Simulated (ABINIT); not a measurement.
# Completion of the band sum in GW: BaTiO3 (P4mm), part 2 of 2

Wanted: gap and time of BaTiO3 (P4mm) with truncated and completed band sums.

ABINIT 10.8.3; LDA and many-body steps on it, plane waves. Known limits of the many-body steps: short of the basis limit; no spin-orbit coupling; coarse k mesh.

So far. Step 3 (Screening, 4×4×4 mesh, 109 bands, screening to 152.4 eV): Local fields lower ε∞ by 8 %. On a Γ-centred mesh this coarse the value itself is usually too large, while a short band sum pulls it down. Step 4 (109 bands): The gap on the mesh goes from 1.74 eV to 3.39 eV, a correction of +1.65 eV.

The database entry behind the starting cell differs from other determinations of this structure, so it need not match the best structure at room temperature.

**6. 28 bands**

This step: G0W0 on LDA, plane waves, norm-conserving pseudopotentials.

Input file run.abi:

```
acell 3*1.0 Angstrom
rprim 
  3.999800000000 0.000000000000 0.000000000000
  0.000000000000 3.999800000000 0.000000000000
  0.000000000000 0.000000000000 4.018000000000
ntypat 3
znucl 56 22 8
natom 5
typat 1 2 3 3 3
xred 
  0.000000000000 0.000000000000 0.000000000000
  0.500000000000 0.500000000000 0.490000000000
  0.500000000000 0.500000000000 0.019000000000
  0.500000000000 0.000000000000 0.517000000000
  0.000000000000 0.500000000000 0.517000000000
pp_dirpath "pseudos"
pseudos "Ba.upf, Ti.upf, O.upf"
ecut 38
ngkpt 4 4 4
nshiftk 1
shiftk 0 0 0
kptopt 1
chksymbreak 0
istwfk *1
occopt 1
irdwfk 1
optdriver 4
nband 28
gwcalctyp 0
ecutsigx 38
symsigma 1
nkptgw 2
kptgw 
  0.5000000000 0.5000000000 0.5000000000
  0.0000000000 0.0000000000 0.0000000000
bdgw 
  18 23
  19 23
ecuteps 5.6
irdscr 1
ppmodel 1
indata_prefix "in"
outdata_prefix "out"
tmpdata_prefix "tmp"
```

Run with:

```bash
> OMP_NUM_THREADS=1 mpirun -n 8 abinit run.abi > log
```

Output:

```text
.Version 10.8.3 of ABINIT. v10.8.2 released Aug 2026.

 Symmetries : space group P4 m m (# 99); Bravais tP (primitive tetrag.)
[... echo of the input left out ...]
== DATASET  1 ==================================================================
-   mpi_nproc: 8, omp_nthreads: 1 (-1 if OMP is not activated)

--- !DatasetInfo
iteration_state: {dtset: 1, }
dimensions: {natom: 5, nkpt: 18, mband: 28, nsppol: 1, nspinor: 1, nspden: 1, mpw: 4929, }
cutoff_energies: {ecut:  38.0, pawecutdg:  -1.0, }
electrons: {nelect:   4.00000000E+01, charge:   0.00000000E+00, occopt:   1.00000000E+00, tsmear:   1.00000000E-02, }

 SIGMA: Calculation of the GW corrections

 Based on a program developped by R.W. Godby, V. Olevano, G. Onida, and L. Reining.
 Incorporated in ABINIT by V. Olevano, G.-M. Rignanese, and M. Torrent.
.Using double precision arithmetic ; gwpc =  8

[... cell and pseudopotentials left out ...]
--------------------------------------------------------------------------------

 ==== K-mesh for the wavefunctions ====
 Number of points in the irreducible wedge :    18
[... list of points left out ...]
 Together with  8 symmetry operations and time-reversal symmetry
 yields    64 points in the full Brillouin Zone.

 ==== Q-mesh for screening function ====
 Number of points in the irreducible wedge :    18
[... list of points left out ...]
 Together with  8 symmetry operations and time-reversal symmetry
 yields    64 points in the full Brillouin Zone.

 vcoul_init : cutoff-mode = AUXILIARY_FUNCTION
 q-points for optical limit:   1
     1)      0.000010    0.000020    0.000030
 setmesh: FFT mesh size selected  =    45x   45x   45
          total number of points  =        91125

 Number of electrons calculated from density =   40.0000; Expected =   40.0000
[...]
number of omega for Sigma on real axis              0
 max omega for Sigma on real axis  [eV]           0.00
 zcut for avoiding poles [eV]                     0.10

 EPSILON^-1 parameters (SCR file):
 dimension of the eps^-1 matrix on file            257
 dimension of the eps^-1 matrix used               257
 number of plane-waves for wavefunctions          4929
 number of bands                                    28
 number of q-points in IBZ                          18
 number of frequencies                               2
 number of real frequencies                          1
 number of imag frequencies                          1

 matrix elements of self-energy operator (all in [eV])

 Perturbative Calculation

--- !SelfEnergy_ee
iteration_state: {dtset: 1, }
kpoint     : [   0.500,    0.500,    0.500, ]
spin       : 1
KS_gap     :    4.199
QP_gap     :    6.228
Delta_QP_KS:    2.029
data: !SigmaeeData |
     Band     E0 <VxcDFT>   SigX SigC(E0)      Z dSigC/dE  Sig(E)    E-E0       E
       18   6.194 -19.723 -24.888   5.683   0.718  -0.392 -19.351   0.372   6.566
       19   6.194 -19.723 -24.888   5.683   0.718  -0.392 -19.351   0.372   6.566
       20   6.277 -19.742 -24.920   5.725   0.716  -0.396 -19.350   0.391   6.669
[...]
--- !SelfEnergy_ee
iteration_state: {dtset: 1, }
kpoint     : [   0.000,    0.000,    0.000, ]
spin       : 1
KS_gap     :    2.023
QP_gap     :    4.059
Delta_QP_KS:    2.036
data: !SigmaeeData |
     Band     E0 <VxcDFT>   SigX SigC(E0)      Z dSigC/dE  Sig(E)    E-E0       E
[...]
22   8.239 -18.944 -11.874  -3.848   0.744  -0.343 -16.545   2.398  10.637
       23   8.239 -18.944 -11.874  -3.848   0.744  -0.343 -16.545   2.398  10.637

== END DATASET(S) ==============================================================
================================================================================

 -outvars: echo values of variables after computation  --------
           etotal      0.0000000000E+00
            nband          28
             nkpt          18
          spgroup          99
 [... the other variables as echoed above ...]

 Calculation completed.
```

Elapsed: 5.9 s, on 8 MPI ranks of Arm Neoverse V2, shared host; peak memory 2 GiB.

Numbers from this step:

```
G0W0 gap on the mesh                         : 3.769 eV
starting gap on the mesh                     : 1.742 eV
k of the valence top                         : 0.5, 0.5, 0.5
k of the conduction bottom                   : 0, 0, 0
Z at the valence top                         : 0.716
Z at the conduction bottom                   : 0.745
least direct G0W0 gap on the computed points : 4.059 eV
```

Against G0W0 in ABINIT (4×4×4 mesh, 109 bands, screening to 152.4 eV, Godby-Needs plasmon pole), the gap moves by +0.380 eV.

**7. Screening, 4×4×4 mesh, 28 bands, screening to 152.4 eV**

This step: RPA screening on LDA, plane waves, norm-conserving pseudopotentials.

Changes to run.abi since step 6:

```diff
@@ -26,17 +26,10 @@
 irdwfk 1
-optdriver 4
+optdriver 3
 nband 28
-gwcalctyp 0
-ecutsigx 38
-symsigma 1
-nkptgw 2
-kptgw 
-  0.5000000000 0.5000000000 0.5000000000
-  0.0000000000 0.0000000000 0.0000000000
-bdgw 
-  18 23
-  19 23
 ecuteps 5.6
-irdscr 1
-ppmodel 1
+inclvkb 2
+awtr 1
+symchi 1
+gwcomp 1
+gwencomp 3
 indata_prefix "in"
```

Output:

```text
.Version 10.8.3 of ABINIT. v10.8.2 released Aug 2026.

 Symmetries : space group P4 m m (# 99); Bravais tP (primitive tetrag.)
[... echo of the input left out ...]
== DATASET  1 ==================================================================
-   mpi_nproc: 8, omp_nthreads: 1 (-1 if OMP is not activated)

--- !DatasetInfo
iteration_state: {dtset: 1, }
dimensions: {natom: 5, nkpt: 18, mband: 28, nsppol: 1, nspinor: 1, nspden: 1, mpw: 4929, }
cutoff_energies: {ecut:  38.0, pawecutdg:  -1.0, }
[...]
--------------------------------------------------------------------------------
[... chi0 elements left out ...]
 For q-point:  0.000010 0.000020 0.000030
  dielectric constant =   5.5644
  dielectric constant without local fields =   5.9416

  Average fulfillment of the sum rule on Im[epsilon] for q-point    1 :    175.53  [%]
[... wings left out ...]
  q-point number  2        q = ( 0.250000, 0.000000, 0.000000) [r.l.u.]
--------------------------------------------------------------------------------
[... chi0 elements left out ...]
  Average fulfillment of the sum rule on Im[epsilon] for q-point    2 :    228.16  [%]

 [... 16 further q-points ...]
```

Run time: 44 s. Hardware: 8 MPI ranks; peak memory 2.3 GiB.

This step gave:

```yaml
eps_infinity_with_local_fields_on_this_mesh: 5.564
eps_infinity_without_local_fields_on_this_mesh: 5.942
plasma_frequency: 29.29 eV
plane_waves_in_the_screening_matrix: 257
```

**8. 28 bands, completed**

This step: G0W0 on LDA, plane waves, norm-conserving pseudopotentials.

Changes to run.abi since step 7:

```diff
@@ -26,8 +26,17 @@
 irdwfk 1
-optdriver 3
+optdriver 4
 nband 28
+gwcalctyp 0
+ecutsigx 38
+symsigma 1
+nkptgw 2
+kptgw 
+  0.5000000000 0.5000000000 0.5000000000
+  0.0000000000 0.0000000000 0.0000000000
+bdgw 
+  18 23
+  19 23
 ecuteps 5.6
-inclvkb 2
-awtr 1
-symchi 1
+irdscr 1
+ppmodel 1
 gwcomp 1
```

Output:

```text
.Version 10.8.3 of ABINIT. v10.8.2 released Aug 2026.

 Symmetries : space group P4 m m (# 99); Bravais tP (primitive tetrag.)
[... echo of the input left out ...]
== DATASET  1 ==================================================================
-   mpi_nproc: 8, omp_nthreads: 1 (-1 if OMP is not activated)

--- !DatasetInfo
iteration_state: {dtset: 1, }
dimensions: {natom: 5, nkpt: 18, mband: 28, nsppol: 1, nspinor: 1, nspden: 1, mpw: 4929, }
cutoff_energies: {ecut:  38.0, pawecutdg:  -1.0, }
[...]
Band     E0 <VxcDFT>   SigX SigC(E0)      Z dSigC/dE  Sig(E)    E-E0       E
[...]
22   8.239 -18.944 -11.874  -5.030   0.771  -0.298 -17.372   1.572   9.810
       23   8.239 -18.944 -11.874  -5.030   0.771  -0.298 -17.372   1.572   9.810

== END DATASET(S) ==============================================================
================================================================================

 -outvars: echo values of variables after computation  --------
           etotal      0.0000000000E+00
            nband          28
             nkpt          18
          spgroup          99
 [... the other variables as echoed above ...]

 Calculation completed.
```

It took 5.9 s on 8 MPI ranks; peak memory 2 GiB; 46 s of CPU time.

Numbers from this step:

* G0W0 gap on the mesh: 3.450 eV
* starting gap on the mesh: 1.742 eV
* k of the valence top: 0.5, 0.5, 0.5
* k of the conduction bottom: 0, 0, 0
* least direct G0W0 gap on the computed points: 3.755 eV

Against G0W0 in ABINIT (4×4×4 mesh, 109 bands, screening to 152.4 eV, Godby-Needs plasmon pole), the gap moves by +0.061 eV.

**9. Screening, 4×4×4 mesh, 51 bands, screening to 152.4 eV**

This step: RPA screening on LDA, plane waves, norm-conserving pseudopotentials.

Changes to run.abi since step 8:

```diff
@@ -26,19 +26,8 @@
 irdwfk 1
-optdriver 4
-nband 28
-gwcalctyp 0
-ecutsigx 38
-symsigma 1
-nkptgw 2
-kptgw 
-  0.5000000000 0.5000000000 0.5000000000
-  0.0000000000 0.0000000000 0.0000000000
-bdgw 
-  18 23
-  19 23
+optdriver 3
+nband 51
 ecuteps 5.6
-irdscr 1
-ppmodel 1
-gwcomp 1
-gwencomp 3
+inclvkb 2
+awtr 1
+symchi 1
 indata_prefix "in"
```

Output:

```text
.Version 10.8.3 of ABINIT. v10.8.2 released Aug 2026.

 Symmetries : space group P4 m m (# 99); Bravais tP (primitive tetrag.)
[... echo of the input left out ...]
== DATASET  1 ==================================================================
-   mpi_nproc: 8, omp_nthreads: 1 (-1 if OMP is not activated)

--- !DatasetInfo
iteration_state: {dtset: 1, }
dimensions: {natom: 5, nkpt: 18, mband: 51, nsppol: 1, nspinor: 1, nspden: 1, mpw: 4929, }
cutoff_energies: {ecut:  38.0, pawecutdg:  -1.0, }
[...]
--------------------------------------------------------------------------------
[... chi0 elements left out ...]
 For q-point:  0.000010 0.000020 0.000030
  dielectric constant =   6.3076
  dielectric constant without local fields =   6.8590

  Average fulfillment of the sum rule on Im[epsilon] for q-point    1 :     33.32  [%]
[... wings left out ...]
  q-point number  2        q = ( 0.250000, 0.000000, 0.000000) [r.l.u.]
--------------------------------------------------------------------------------
[... chi0 elements left out ...]
  Average fulfillment of the sum rule on Im[epsilon] for q-point    2 :     54.89  [%]

 [... 16 further q-points ...]
```

Elapsed: 29 s, on 8 MPI ranks; peak memory 2.5 GiB.

Numbers from this step:

* ε∞ with local fields, on this mesh: 6.308
* ε∞ without local fields, on this mesh: 6.859
* plasma frequency: 29.29 eV
* plane waves in the screening matrix: 257

**10. 51 bands**

This step: G0W0 on LDA, plane waves, norm-conserving pseudopotentials.

Changes to run.abi since step 9:

```diff
@@ -26,8 +26,17 @@
 irdwfk 1
-optdriver 3
+optdriver 4
 nband 51
+gwcalctyp 0
+ecutsigx 38
+symsigma 1
+nkptgw 2
+kptgw 
+  0.5000000000 0.5000000000 0.5000000000
+  0.0000000000 0.0000000000 0.0000000000
+bdgw 
+  18 23
+  19 23
 ecuteps 5.6
-inclvkb 2
-awtr 1
-symchi 1
+irdscr 1
+ppmodel 1
 indata_prefix "in"
```

Output:

```text
.Version 10.8.3 of ABINIT. v10.8.2 released Aug 2026.

 Symmetries : space group P4 m m (# 99); Bravais tP (primitive tetrag.)
[... echo of the input left out ...]
== DATASET  1 ==================================================================
-   mpi_nproc: 8, omp_nthreads: 1 (-1 if OMP is not activated)

--- !DatasetInfo
iteration_state: {dtset: 1, }
dimensions: {natom: 5, nkpt: 18, mband: 51, nsppol: 1, nspinor: 1, nspden: 1, mpw: 4929, }
cutoff_energies: {ecut:  38.0, pawecutdg:  -1.0, }
[...]
Band     E0 <VxcDFT>   SigX SigC(E0)      Z dSigC/dE  Sig(E)    E-E0       E
[...]
22   8.239 -18.944 -11.874  -4.443   0.772  -0.295 -16.916   2.028  10.266
       23   8.239 -18.944 -11.874  -4.443   0.772  -0.295 -16.916   2.028  10.266

== END DATASET(S) ==============================================================
================================================================================

 -outvars: echo values of variables after computation  --------
           etotal      0.0000000000E+00
            nband          51
             nkpt          18
          spgroup          99
 [... the other variables as echoed above ...]

 Calculation completed.
```

Wall time 7.3 s (8 MPI ranks); peak memory 2 GiB.

Read from the output:

```
G0W0 gap on the mesh                         : 3.457 eV
starting gap on the mesh                     : 1.742 eV
k of the valence top                         : 0.5, 0.5, 0.5
k of the conduction bottom                   : 0, 0, 0
least direct G0W0 gap on the computed points : 3.730 eV
```

Against G0W0 in ABINIT (4×4×4 mesh, 109 bands, screening to 152.4 eV, Godby-Needs plasmon pole), the gap moves by +0.068 eV.

**11. Screening, 4×4×4 mesh, 51 bands, screening to 152.4 eV**

This step: RPA screening on LDA, plane waves, norm-conserving pseudopotentials.

Changes to run.abi since step 10:

```diff
@@ -26,17 +26,10 @@
 irdwfk 1
-optdriver 4
+optdriver 3
 nband 51
-gwcalctyp 0
-ecutsigx 38
-symsigma 1
-nkptgw 2
-kptgw 
-  0.5000000000 0.5000000000 0.5000000000
-  0.0000000000 0.0000000000 0.0000000000
-bdgw 
-  18 23
-  19 23
 ecuteps 5.6
-irdscr 1
-ppmodel 1
+inclvkb 2
+awtr 1
+symchi 1
+gwcomp 1
+gwencomp 3
 indata_prefix "in"
```

Output:

```text
.Version 10.8.3 of ABINIT. v10.8.2 released Aug 2026.

 Symmetries : space group P4 m m (# 99); Bravais tP (primitive tetrag.)
[... echo of the input left out ...]
== DATASET  1 ==================================================================
-   mpi_nproc: 8, omp_nthreads: 1 (-1 if OMP is not activated)

--- !DatasetInfo
iteration_state: {dtset: 1, }
dimensions: {natom: 5, nkpt: 18, mband: 51, nsppol: 1, nspinor: 1, nspden: 1, mpw: 4929, }
cutoff_energies: {ecut:  38.0, pawecutdg:  -1.0, }
[...]
--------------------------------------------------------------------------------
[... chi0 elements left out ...]
 For q-point:  0.000010 0.000020 0.000030
  dielectric constant =   6.3310
  dielectric constant without local fields =   6.8590

  Average fulfillment of the sum rule on Im[epsilon] for q-point    1 :    140.62  [%]
[... wings left out ...]
  q-point number  2        q = ( 0.250000, 0.000000, 0.000000) [r.l.u.]
--------------------------------------------------------------------------------
[... chi0 elements left out ...]
  Average fulfillment of the sum rule on Im[epsilon] for q-point    2 :    131.96  [%]

 [... 16 further q-points ...]
```

Run time: 1.7 min. Hardware: 8 MPI ranks; peak memory 2.5 GiB.

Numbers from this step:

```yaml
eps_infinity_with_local_fields_on_this_mesh: 6.331
eps_infinity_without_local_fields_on_this_mesh: 6.859
plasma_frequency: 29.29 eV
plane_waves_in_the_screening_matrix: 257
```

**12. 51 bands, completed**

This step: G0W0 on LDA, plane waves, norm-conserving pseudopotentials.

Changes to run.abi since step 11:

```diff
@@ -26,8 +26,17 @@
 irdwfk 1
-optdriver 3
+optdriver 4
 nband 51
+gwcalctyp 0
+ecutsigx 38
+symsigma 1
+nkptgw 2
+kptgw 
+  0.5000000000 0.5000000000 0.5000000000
+  0.0000000000 0.0000000000 0.0000000000
+bdgw 
+  18 23
+  19 23
 ecuteps 5.6
-inclvkb 2
-awtr 1
-symchi 1
+irdscr 1
+ppmodel 1
 gwcomp 1
```

Output:

```text
.Version 10.8.3 of ABINIT. v10.8.2 released Aug 2026.

 Symmetries : space group P4 m m (# 99); Bravais tP (primitive tetrag.)
[... echo of the input left out ...]
== DATASET  1 ==================================================================
-   mpi_nproc: 8, omp_nthreads: 1 (-1 if OMP is not activated)

--- !DatasetInfo
iteration_state: {dtset: 1, }
dimensions: {natom: 5, nkpt: 18, mband: 51, nsppol: 1, nspinor: 1, nspden: 1, mpw: 4929, }
cutoff_energies: {ecut:  38.0, pawecutdg:  -1.0, }
[...]
Band     E0 <VxcDFT>   SigX SigC(E0)      Z dSigC/dE  Sig(E)    E-E0       E
[...]
22   8.239 -18.944 -11.874  -5.389   0.779  -0.284 -17.635   1.309   9.547
       23   8.239 -18.944 -11.874  -5.389   0.779  -0.284 -17.635   1.309   9.547

== END DATASET(S) ==============================================================
================================================================================

 -outvars: echo values of variables after computation  --------
           etotal      0.0000000000E+00
            nband          51
             nkpt          18
          spgroup          99
 [... the other variables as echoed above ...]

 Calculation completed.
```

Wall time 7.6 s (8 MPI ranks); peak memory 2 GiB; 60 s of CPU time.

This step gave:

| Property | Result |
| --- | --- |
| G0W0 gap on the mesh | 3.244 eV |
| starting gap on the mesh | 1.742 eV |
| k of the valence top | 0.5, 0.5, 0.5 |
| k of the conduction bottom | 0, 0, 0 |
| least direct G0W0 gap on the computed points | 3.532 eV |

Against G0W0 in ABINIT (4×4×4 mesh, 109 bands, screening to 152.4 eV, Godby-Needs plasmon pole), the gap moves by −0.145 eV.

**13. The runs together**

Times are wall times on 8 MPI ranks of Arm Neoverse V2, shared host, good to a factor of about two. A run's time includes the screening step that it read.

```tsv
run	mesh	bands	screening cutoff (eV)	DFT gap (eV)	gap on the mesh (eV)	direct (eV)	ε∞ used	time
109 bands	4×4×4	109	152.4	1.742	3.389	3.672	6.36	87 s
28 bands	4×4×4	28	152.4	1.742	3.769	4.059	5.53	16 s
28 bands, completed	4×4×4	28	152.4	1.742	3.450	3.755	5.56	50 s
51 bands	4×4×4	51	152.4	1.742	3.457	3.730	6.31	36 s
51 bands, completed	4×4×4	51	152.4	1.742	3.244	3.532	6.33	1.8 min
```

**14. Outcome**

```
109 bands           : 3.389 eV
28 bands            : 3.769 eV
28 bands, completed : 3.450 eV
51 bands            : 3.457 eV
51 bands, completed : 3.244 eV
```

28 bands: +0.380 eV against 109 bands. 28 bands, completed: +0.061 eV against 109 bands. 51 bands: +0.068 eV against 109 bands. 51 bands, completed: −0.145 eV against 109 bands. The row with most bands is itself short of the limit, so it is no exact reference, and agreement of a truncated run with it can be a cancellation between the edges. The screenings behind the G0W0 rows differ in their static value, so the rows are no clean test of the frequency model alone. The 4×4×4 mesh is coarse for this cell, which bears on the long-range parts of exchange and screening. The many-body steps are scalar-relativistic: spin-orbit coupling is not in them.

[Long decimals in the printed logs are rounded to 6 places.]

[Logs are printed without paths, hosts, clocks, repeated set-up lines and the standing remarks that a program may print on its own settings, such as how far it seeks lower states.]

[Paths, hosts, dates, memory and timing lines, banners, echoed tables and standing remarks are left out of the program output; an Ansatz launch command may be rebuilt from the run's recorded settings. Measured values are a selection of at most five: reports struck by readers or far from the other reports are left out. None is set beside runs whose start may be inverted or whose files or cutoffs have a known fault.]

[Runs of the session that timed out or met a known fault of the program may be left out.]

[Hosts, paths, dates, database ids (printed as entryN), source tags and the programs' standing remarks are cut or masked in the printed files.]

[G0W0 gaps are taken among the corrected bands and points alone; a level outside them can change the order at an edge.]

[Where Ansatz stands beside ABINIT at settings called matched, ABINIT's density can come from a denser mesh and the files from another edition; pairs whose starting gaps differed by over 0.03 eV were left out, so agreement reads better than it is.]
